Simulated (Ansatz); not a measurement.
# Dielectric function and optical constants of Ba2HgN2 (model structure)

Aim: the dielectric function of Ba2HgN2 (model structure), and the optical constants that follow from it. The cell was made here by substitution or stacking, whether or not such a phase is known. It was built so: All Zn replaced by Hg in the I4/mmm structure of Ba2ZnN2.

Calculated with Ansatz 0.2.0; DFT, PBE, plane-wave PAW, default files, scalar-relativistic, independent-particle optical response without local fields.

## 1. The starting structure

Symmetry: I4/mmm, No. 139, tetragonal system. The conventional cell has a = 4.206 Å, b = 4.206 Å, c = 13.224 Å, α = 90.00°, β = 90.00°, γ = 90.00°. Nearest to Hg lie 2 N at 1.87 Å. Ba has 5 N at 2.69 to 2.98 Å nearest. N has 1 Hg at 1.87 Å and 5 Ba at 2.69 to 2.98 Å nearest. All Zn replaced by Hg in the I4/mmm structure of Ba2ZnN2. Farther neighbours and most contacts between anions are not listed.

## 2. Relaxation

Spectra hang on bond lengths, so the cell is first brought to its minimum.

This step: DFT, PBE, plane-wave PAW, default files, scalar-relativistic, relaxation (Ansatz 0.2.0).

Contents of input.yaml:

```yaml
crystal:
  lattice:
    - [-2.10292219, 2.10292219, 6.61215058]
    - [2.10292219, -2.10292219, 6.61215058]
    - [2.10292219, 2.10292219, -6.61215058]
  atoms:
    - { symbol: Hg, position: [0.0, 0.0, 0.0] }
    - { symbol: Ba, position: [0.6557, 0.6557, 0.0] }
    - { symbol: Ba, position: [0.3443, 0.3443, 0.0] }
    - { symbol: "N", position: [0.8589, 0.8589, 0.0] }
    - { symbol: "N", position: [0.1411, 0.1411, 0.0] }
kpoints:
  mp_grid: { grid: [8, 8, 8] }
scf:
  occupations: { method: fermi_dirac, width: 0.05 }
hamiltonian:
  xc: pbe
  pseudopotentials: { kind: paw }
output:
  forces: true
  stress: true
relax:
  f_tol: 0.02
  max_steps: 50
  cell: {}
```

Command:

```bash
ansatz run input.yaml --threads 4 --pin off --max-ram 8192MiB --backend cpu --events-out ev --progress --plain --runs-dir out
```

Numbers of over 12 decimals in the logs are rounded to 6 here.

Log:

```text
basis.fft_grid_basis auto: the FFT boxes are laid along the combinations [[1, 0, 1], [0, 1, 1], [0, 0, 1]] of the cell's own vectors, 4.206, 4.206 and 7.250 Å long. The dense box has 30×30×50 points. Along the cell's own vectors, as sized, it would have 50×50×50, 2.78 times as many. Of the 16 symmetry operations that the crystal satisfies within crystal.symmetry.tolerance (time reversal apart; of a slab, those that k [...]
Engine: ansatz 0.2.0, x86_64-unknown-linux-gnu
Pseudopotentials: kind: paw
Pseudopotential: Hg, paw, valence charge 20, recommended cutoff 420 eV (normal), Hg.paw.azcp
Pseudopotential: Ba, paw, valence charge 10, recommended cutoff 420 eV (normal), Ba.paw.azcp
Pseudopotential: N, paw, valence charge 5, recommended cutoff 420 eV (normal), N.paw.azcp
Functional definition: PBE
  parameter kappa = 0.804
  parameter beta = 0.066725
  exchange = pbe_x(kappa = kappa, mu = beta*pi^2/3)
  correlation = pbe_c(beta = beta)
Crystal: 5 atoms, lattice volume = 116.963 Å³
Basis set: ecut = 420 eV, 2251 PW (Γ), FFT grids on a1+a3, a2+a3, a3, exchange–correlation on 60×60×100 points (8 copies of the dense FFT grid, shifted against one another)
Bands: 30, of which v1, the nominal top of the filled ones, is band 25 counted from 1 (24 counted from 0)
Symmetry: 16 space group operations
Space group: I4/mmm (ITA 139), of the structure as read, at distance tolerance 4.9e-5 Å
k-points: 59 of 512
Non-local potential: Hg, projectors of the file, l = 0: 3, l = 1: 2, l = 2: 2, l = 3: 1
Non-local potential: Ba, projectors of the file, l = 0: 3, l = 1: 2, l = 2: 2, l = 3: 2
Non-local potential: N, projectors of the file, l = 0: 2, l = 1: 2, l = 2: 1
PAW form: soft (Blöchl's): semilocal exchange-correlation on the pseudo side does not see the compensation charge
PAW one-centre angular grid: Hg, 590 points (default); XC on 64 Gauss nodes
PAW one-centre angular grid: Ba, 194 points (default); XC on 64 Gauss nodes
PAW one-centre angular grid: N, 110 points (default); XC on 64 Gauss nodes
Initial density: superposition of atomic densities (neutral atoms: chi_scale 0, normalization atom), corrected by the library's trained network
Initial wavefunctions: pseudopotential atomic-orbital guess
Functional: x = pbe(κ = 0.804, μ = 0.219515), c = pbe(β = 0.066725)
SCF iter   1: F=—  HF=-26481.239811 eV  |F-HF|=—  |Δ(HF+E_count)|=         —  Δρ=3.58e-3  dr2=1.57e-2  ethr=1.77e-3  ⟨swp⟩=7.5  Hψ=9108  notcnv=0
preconditioner: auto → Resta (q_TF=auto, 2.368 Å⁻¹)  ε∞=4.8  [insulator: Δε(μ)=0.166 eV  Ē_g=10.820 eV  σ=0.050 eV  W_gap=0.65  n_scr=32 (ndim 8)  ℏωp=21.2 eV  f_vac=0.000  D(μ)=0.37/eV (n_scr^D=0)  ε∞_Penn≈4.8]
SCF iter   2: F=—  HF=-26481.237944 eV  |F-HF|=—  |Δ(HF+E_count)|=   1.87e-3  Δρ=1.54e-3  dr2=3.02e-3  ethr=3.15e-5  ⟨swp⟩=2.3  Hψ=3700  notcnv=0
SCF iter   3: F=—  HF=-26481.237825 eV  |F-HF|=—  |Δ(HF+E_count)|=   1.19e-4  Δρ=3.78e-4  dr2=2.63e-4  ethr=6.04e-6  ⟨swp⟩=2.2  Hψ=2316  notcnv=0
SCF iter   4: F=—  HF=-26481.237880 eV  |F-HF|=—  |Δ(HF+E_count)|=   5.49e-5  Δρ=1.05e-4  dr2=1.82e-5  ethr=5.26e-7  ⟨swp⟩=2.1  Hψ=3171  notcnv=0
SCF iter   5: F=—  HF=-26481.237909 eV  |F-HF|=—  |Δ(HF+E_count)|=   2.88e-5  Δρ=4.28e-5  dr2=2.06e-6  ethr=3.65e-8  ⟨swp⟩=2.0  Hψ=3204  notcnv=0
SCF iter   6: F=-26481.237910 eV  HF=-26481.237910 eV  |F-HF|=9.92e-8  |Δ(HF+E_count)|=   1.34e-6  Δρ=7.55e-6  dr2=5.30e-8  ethr=2.00e-10  ⟨swp⟩=5.1  Hψ=8649  notcnv=0
SCF 1 converged in 6 iterations: F = -26481.237910 eV  dr2 = 5.30e-8
  greatest PAW one-centre occupation: 1.000 electrons in one spin orbital (limit 2), on the Hg atom at site 0 (counted from 0), in its partial waves of l = 0
relax step   1: F+E_penalty+E_count = -26481.23791009 eV  Δ(F+E_penalty+E_count) = +0.000e0 eV  max|allowed force component| = 4.844e0 eV/Å  Δτ_max = 0.0000 Å  P = +7.780 GPa  Ω = 116.963 Å³  (6 SCF iters, dr2 threshold 1.00e-7 eV, accepted)
Crystal: 5 atoms, lattice volume = 120.792 Å³
Basis set: ecut = 420 eV, 2367 PW (Γ), FFT grids on a1+a3, a2+a3, a3, exchange–correlation on 60×60×100 points (8 copies of the dense FFT grid, shifted against one another)
Initial density: handed on by an earlier stage of this run
Initial wavefunctions: those handed on with the density
iter 1 solved again at ethr=1.10e-3 eV; its pass at ethr=3.10e-3 eV (dr2=5.49e-1 eV) is discarded
SCF iter   1: F=—  HF=-26481.996337 eV  |F-HF|=—  |Δ(HF+E_count)|=         —  Δρ=1.42e-2  dr2=5.57e-1  ethr=1.10e-3  ⟨swp⟩=1.7  Hψ=10406  notcnv=0
preconditioner: auto → Resta (q_TF=auto, 2.355 Å⁻¹)  ε∞=4.8  [insulator: Δε(μ)=0.625 eV  Ē_g=10.699 eV  σ=0.050 eV  W_gap=1.00  n_scr=32 (ndim 8)  ℏωp=20.8 eV  f_vac=0.017  D(μ)=0.00/eV (n_scr^D=0)  ε∞_Penn≈4.8]
SCF iter   2: F=—  HF=-26481.876771 eV  |F-HF|=—  |Δ(HF+E_count)|=   1.20e-1  Δρ=6.26e-3  dr2=1.26e-1  ethr=1.10e-3  ⟨swp⟩=3.5  Hψ=3243  notcnv=0
SCF iter   3: F=—  HF=-26481.854498 eV  |F-HF|=—  |Δ(HF+E_count)|=   2.23e-2  Δρ=4.85e-3  dr2=3.16e-2  ethr=2.52e-4  ⟨swp⟩=3.1  Hψ=3542  notcnv=0
SCF iter   4: F=—  HF=-26481.848459 eV  |F-HF|=—  |Δ(HF+E_count)|=   6.04e-3  Δρ=1.14e-3  dr2=1.71e-3  ethr=6.33e-5  ⟨swp⟩=2.3  Hψ=3609  notcnv=0  defer=5
SCF iter   5: F=—  HF=-26481.848422 eV  |F-HF|=—  |Δ(HF+E_count)|=   3.69e-5  Δρ=2.42e-4  dr2=9.55e-5  ethr=3.42e-6  ⟨swp⟩=2.1  Hψ=2984  notcnv=0  defer=5
SCF iter   6: F=—  HF=-26481.848420 eV  |F-HF|=—  |Δ(HF+E_count)|=   1.85e-6  Δρ=8.31e-5  dr2=9.85e-6  ethr=1.91e-7  ⟨swp⟩=2.3  Hψ=3063  notcnv=0  defer=5
SCF iter   7: F=—  HF=-26481.848434 eV  |F-HF|=—  |Δ(HF+E_count)|=   1.33e-5  Δρ=1.95e-5  dr2=6.09e-7  ethr=1.97e-8  ⟨swp⟩=2.0  Hψ=3202  notcnv=0  defer=5
SCF iter   8: F=-26481.848435 eV  HF=-26481.848435 eV  |F-HF|=9.20e-8  |Δ(HF+E_count)|=   1.40e-6  Δρ=6.72e-6  dr2=7.25e-8  ethr=1.00e-9  ⟨swp⟩=5.8  Hψ=7266  notcnv=0
SCF 2 converged in 8 iterations: F = -26481.848435 eV  dr2 = 7.25e-8
relax step   2: F+E_penalty+E_count = -26481.84843518 eV  Δ(F+E_penalty+E_count) = -6.105e-1 eV  max|allowed force component| = 1.095e0 eV/Å  Δτ_max = 0.1902 Å  P = +3.297 GPa  Ω = 120.792 Å³  energy of the carried Pulay correction = -3.948e-3 eV  (8 SCF iters, dr2 threshold 5.00e-7 eV, accepted)
Crystal: 5 atoms, lattice volume = 119.659 Å³
Basis set: ecut = 420 eV, 2325 PW (Γ), FFT grids on a1+a3, a2+a3, a3, exchange–correlation on 60×60×100 points (8 copies of the dense FFT grid, shifted against one another)
SCF iter   1: F=—  HF=-26482.331605 eV  |F-HF|=—  |Δ(HF+E_count)|=         —  Δρ=2.79e-2  dr2=2.23e0  ethr=3.10e-3  ⟨swp⟩=7.7  Hψ=8033  notcnv=0
[...]
SCF iter   6: F=—  HF=-26481.977279 eV  |F-HF|=—  |Δ(HF+E_count)|=   1.55e-4  Δρ=1.17e-4  dr2=1.85e-5  ethr=8.92e-7  ⟨swp⟩=2.0  Hψ=3084  notcnv=0  defer=7
SCF iter   7: F=—  HF=-26481.977306 eV  |F-HF|=—  |Δ(HF+E_count)|=   2.68e-5  Δρ=2.96e-5  dr2=1.85e-6  ethr=3.69e-8  ⟨swp⟩=2.0  Hψ=3203  notcnv=0  defer=7
SCF iter   8: F=-26481.977307 eV  HF=-26481.977307 eV  |F-HF|=5.82e-8  |Δ(HF+E_count)|=   1.22e-6  Δρ=1.18e-5  dr2=2.02e-7  ethr=1.00e-9  ⟨swp⟩=6.2  Hψ=7902  notcnv=0
SCF 3 converged in 8 iterations: F = -26481.977307 eV  dr2 = 2.02e-7
relax step   3: F+E_penalty+E_count = -26481.97730705 eV  Δ(F+E_penalty+E_count) = -1.289e-1 eV  max|allowed force component| = 2.527e-1 eV/Å  Δτ_max = 0.1991 Å  P = +1.179 GPa  Ω = 119.659 Å³  energy of the carried Pulay correction = -2.793e-3 eV  (8 SCF iters, dr2 threshold 5.00e-7 eV, accepted)
[...]
relax step   4: F+E_penalty+E_count = -26482.03182506 eV  Δ(F+E_penalty+E_count) = -5.452e-2 eV  max|allowed force component| = 2.625e-1 eV/Å  Δτ_max = 0.0455 Å  P = +1.054 GPa  Ω = 119.385 Å³  energy of the carried Pulay correction = -2.512e-3 eV  (6 SCF iters, dr2 threshold 5.00e-7 eV, accepted)
[...]
relax step   5: F+E_penalty+E_count = -26482.04899256 eV  Δ(F+E_penalty+E_count) = -1.717e-2 eV  max|allowed force component| = 5.156e-2 eV/Å  Δτ_max = 0.0368 Å  P = -0.303 GPa  Ω = 122.858 Å³  energy of the carried Pulay correction = -6.025e-3 eV  (6 SCF iters, dr2 threshold 5.00e-7 eV, accepted)
[...]
relax step   6: F+E_penalty+E_count = -26482.05155742 eV  Δ(F+E_penalty+E_count) = -2.565e-3 eV  max|allowed force component| = 1.322e-2 eV/Å  Δτ_max = 0.0083 Å  P = -0.016 GPa  Ω = 121.938 Å³  energy of the carried Pulay correction = -5.105e-3 eV  (6 SCF iters, dr2 threshold 3.25e-7 eV, accepted)
[...]
relax step   7: F+E_penalty+E_count = -26482.05783838 eV  Δ(F+E_penalty+E_count) = -6.281e-3 eV  max|allowed force component| = 1.361e-2 eV/Å  Δτ_max = 0.0000 Å  P = +0.055 GPa  Ω = 121.938 Å³  stress off target by 1.01e-1 GPa  SCF on the basis re-selected at this cell (its energy is not comparable with the rows above)  (6 SCF iters)
[...]
relax step   8: F+E_penalty+E_count = -26482.05775809 eV  Δ(F+E_penalty+E_count) = +8.029e-5 eV  max|allowed force component| = 2.569e-3 eV/Å  Δτ_max = 0.0030 Å  P = -0.018 GPa  Ω = 122.098 Å³  energy of the carried Pulay correction = -1.467e-4 eV  (6 SCF iters, dr2 threshold 2.53e-8 eV, accepted)
iter 1 solved again at ethr=1.60e-7 eV; its pass at ethr=3.10e-3 eV (dr2=8.02e-5 eV) is discarded
SCF iter   1: F=—  HF=-26482.057955 eV  |F-HF|=—  |Δ(HF+E_count)|=         —  Δρ=6.28e-6  dr2=1.18e-8  ethr=1.60e-7  ⟨swp⟩=4.0  Hψ=14142  notcnv=0
eigensolver tolerance schedule: the retry pair's looser diagonalisation over-reported the residual by 6773.51 of it (diagonalisation noise at 0.54 of the residual, at the tolerance the schedule requests for it); recorded, not acted on — ethr = c·dr2/N_el stays at c = 1.0e-1
preconditioner: auto → Resta (q_TF=auto, 2.351 Å⁻¹)  ε∞=4.9  [insulator: Δε(μ)=0.281 eV  Ē_g=10.502 eV  σ=0.050 eV  W_gap=0.86  n_scr=32 (ndim 8)  ℏωp=20.7 eV  f_vac=0.006  D(μ)=0.05/eV (n_scr^D=0)  ε∞_Penn≈4.9]
SCF iter   2: F=—  HF=-26482.057902 eV  |F-HF|=—  |Δ(HF+E_count)|=   5.36e-5  Δρ=2.82e-6  dr2=1.75e-9  ethr=2.37e-11  ⟨swp⟩=4.2  Hψ=4859  notcnv=0
SCF iter   3: F=—  HF=-26482.057902 eV  |F-HF|=—  |Δ(HF+E_count)|=   4.82e-9  Δρ=8.59e-7  dr2=2.69e-10  ethr=3.50e-12  ⟨swp⟩=2.0  Hψ=3106  notcnv=0
iter 4 did not close the SCF: its close was put off for the readings that it lacked (scf_convergence_deferred on its scf_iter line)
SCF iter   4: F=-26482.057902 eV  HF=-26482.057902 eV  |F-HF|=4.37e-11  |Δ(HF+E_count)|=  7.09e-10  Δρ=1.29e-7  dr2=3.46e-11  ethr=1.00e-12  ⟨swp⟩=2.1  Hψ=2863  notcnv=0
iter 5 did not close the SCF: its close was put off for the readings that it lacked (scf_convergence_deferred on its scf_iter line)
SCF iter   5: F=-26482.057902 eV  HF=-26482.057902 eV  |F-HF|=3.64e-12  |Δ(HF+E_count)|=  5.46e-11  Δρ=6.04e-8  dr2=6.17e-12  ethr=1.00e-12  ⟨swp⟩=1.4  Hψ=1810  notcnv=0
iter 6 did not close the SCF: its close was put off for the readings that it lacked (scf_convergence_deferred on its scf_iter line)
SCF iter   6: F=-26482.057902 eV  HF=-26482.057902 eV  |F-HF|=1.09e-11  |Δ(HF+E_count)|=  1.09e-11  Δρ=1.31e-8  dr2=1.61e-13  ethr=1.00e-12  ⟨swp⟩=1.2  Hψ=1784  notcnv=0
iter 7 did not close the SCF: its close was put off for the readings that it lacked (scf_convergence_deferred on its scf_iter line)
SCF iter   7: F=-26482.057902 eV  HF=-26482.057902 eV  |F-HF|=3.64e-12  |Δ(HF+E_count)|=  3.64e-12  Δρ=3.28e-9  dr2=1.04e-14  ethr=1.00e-12  ⟨swp⟩=1.3  Hψ=1791  notcnv=0
SCF iter   8: F=-26482.057902 eV  HF=-26482.057902 eV  |F-HF|=7.28e-12  |Δ(HF+E_count)|=  7.28e-12  Δρ=1.05e-9  dr2=6.27e-16  ethr=1.00e-12  ⟨swp⟩=3.8  Hψ=4395  notcnv=0
SCF 9 converged in 8 iterations: F = -26482.057902 eV  dr2 = 6.27e-16
relax step   9: F+E_penalty+E_count = -26482.05790161 eV  Δ(F+E_penalty+E_count) = -1.435e-4 eV  max|allowed force component| = 2.627e-3 eV/Å  Δτ_max = 0.0000 Å  P = -0.018 GPa  Ω = 122.098 Å³  stress off target by 3.72e-2 GPa  SCF on the basis re-selected at this cell (its energy is not comparable with the rows above)  (8 SCF iters)
basis re-selected at this cell: Δ(F+E_penalty+E_count) = -1.435e-4 eV, ΔP = +0.001 GPa vs the last step (what re-selecting the basis moved, of the pressure what is left beyond the Pulay correction that the steps carried, after the strain that the cell walked since its last selection, with what the two solves' SCF thresholds leave and, on support functions, any second-order correction that the steps lacked; it is no m [...]
SCF converged after 8 iterations
Free energy (F): -26482.057902 eV
Harris-Foulkes:  -26482.057902 eV  (|F-HF|=7.28e-12)
Internal energy: -26482.057270 eV  (E = F + TS)
E sigma→0 (E₀):  -26482.057586 eV
Entropy (-TS):   -0.000632 eV (-0.126 meV/atom)
Fermi energy:    9.673942 eV
--- Per-component energies (eV) ---
  E_band       = -532.404103
  E_kinetic    = 1196.432302
  E_local      = -4561.746151  (includes V_loc(G=0)·N_el)
  E_nonlocal   = 275.938327
  E_hartree    = 1896.097106
  E_xc         = -678.345375
  E_vxc        = -688.331444  (∫ρ·V_xc dr)
  E_paw        = -20647.419438  (= ΣΔE_a)
  E_vpaw       = -546.892487  (= ΣTr[D̂ρ^β])
  E_aug_tail   = 0.001138  (compensation charges beyond the density's cutoff)
  E_ewald      = -3963.015178
  E_smearing   = -0.000632  (= −TS)
  E_closure    = 0.000000  (closes the sum)
  Σ components = -26482.057902   (vs F -26482.057902, Δ=0.00e0)
--- Forces (eV/Å), atoms counted from 1 ---
  atom   1  Hg    -0.00000000     0.00000000     0.00000000
  atom   2  Ba     0.00000000     0.00000000    -0.00161955
  atom   3  Ba     0.00000000     0.00000000     0.00161955
  atom   4  N      0.00000000     0.00000000    -0.00262678
  atom   5  N      0.00000000    -0.00000000     0.00262678
  max |Σ_I F_I| component: 4.23e-18 eV/Å
--- Stress (GPa, compression-positive) ---
       -0.008052      -0.000000       0.000000
       -0.000000      -0.008052      -0.000000
       -0.000000       0.000000      -0.037167
  P = ⅓ Tr σ = -0.0178 GPa (-0.178 kbar)
--- Relaxed structure (7 steps of the walk, 7 accepted, 2 SCFs on fresh bases) ---
  F+E_penalty+E_count = -26482.05790161 eV   max|allowed force component| = 2.627e-3 eV/Å   (the final SCF, on the basis selected at the relaxed cell)
  cell:  # Å, volume = 122.0984 Å³
    - [-2.113532, 2.113532, 6.833328]
    - [2.113532, -2.113532, 6.833328]
    - [2.113532, 2.113532, -6.833328]
  atoms:
    - { symbol: Hg, position: [1.1543571493040545e-18, 1.1543571493040545e-18, 0] }
    - { symbol: Ba, position: [0.660779, 0.660779, 0] }
    - { symbol: Ba, position: [0.339221, 0.339221, 0] }
    - { symbol: N, position: [0.848664, 0.848664, 0] }
    - { symbol: N, position: [0.151336, 0.151336, 0] }
```

Elapsed: 13 s, on 4 threads of Intel Xeon 6975P-C (Granite Rapids), shared host; peak memory 0.62 GiB.

Step by step:

| step | energy less that of the first step (eV) | largest force component (eV/Å) | pressure (GPa) | volume (Å³) |
| --- | --- | --- | --- | --- |
| 1 | 0.0000 | 4.8442 | 7.78 | 116.96 |
| 2 | -0.6105 | 1.0952 | 3.30 | 120.79 |
| 3 | -0.7394 | 0.2527 | 1.18 | 119.66 |
| 4 | -0.7939 | 0.2625 | 1.05 | 119.39 |
| 5 | -0.8111 | 0.0516 | -0.30 | 122.86 |
| 6 | -0.8136 | 0.0132 | -0.02 | 121.94 |
| 7* | -0.8199 | 0.0136 | 0.06 | 121.94 |
| 8 | -0.8198 | 0.0026 | -0.02 | 122.10 |
| 9* | -0.8200 | 0.0026 | -0.02 | 122.10 |

Relaxation steps marked * repeat the geometry before them on a plane-wave basis chosen anew for their cell, so energy and pressure can jump there.

The run keeps the 16 symmetry operations that it works with, so distortions that break them were not tested.

| conventional cell, symmetrised | before | after | change |
| --- | --- | --- | --- |
| a (Å) | 4.206 | 4.227 | +0.5 % |
| b (Å) | 4.206 | 4.227 | +0.5 % |
| c (Å) | 13.224 | 13.667 | +3.3 % |
| volume (Å³/atom) | 23.39 | 24.42 | +4.4 % |

The atoms that moved most (Å, as changes of fractional coordinates times the final cell):

| atom | dx | dy | dz | length |
| --- | --- | --- | --- | --- |
| N4 | 0.000 | 0.000 | -0.140 | 0.140 |
| N5 | 0.000 | 0.000 | 0.140 | 0.140 |
| Ba2 | 0.000 | 0.000 | 0.069 | 0.069 |
| Ba3 | 0.000 | 0.000 | -0.069 | 0.069 |

Final coordinates:

```cif
data_structure
_symmetry_space_group_name_H-M 'P 1'
_symmetry_Int_Tables_number 1
_cell_length_a 7.4584
_cell_length_b 7.4584
_cell_length_c 7.4584
_cell_angle_alpha 147.077
_cell_angle_beta 147.077
_cell_angle_gamma 47.250
_cell_volume 122.10
loop_
_atom_site_label
_atom_site_type_symbol
_atom_site_fract_x
_atom_site_fract_y
_atom_site_fract_z
_atom_site_occupancy
Hg1 Hg 0.00000 0.00000 0.00000 1
Ba2 Ba 0.66078 0.66078 0.00000 1
Ba3 Ba 0.33922 0.33922 0.00000 1
N4 N 0.84866 0.84866 0.00000 1
N5 N 0.15134 0.15134 0.00000 1
```

The relaxation ends with a largest force component of 0.0026 eV/Å and a pressure of -0.02 GPa.

(Continued in part 2 of 3.)

[Logs are printed without paths, hosts, clocks, repeated set-up lines and the standing remarks that a program may print on its own settings, such as how far it seeks lower states.]

[Hosts, paths, dates, database ids (printed as entryN), source tags and the programs' standing remarks are cut or masked in the printed files.]
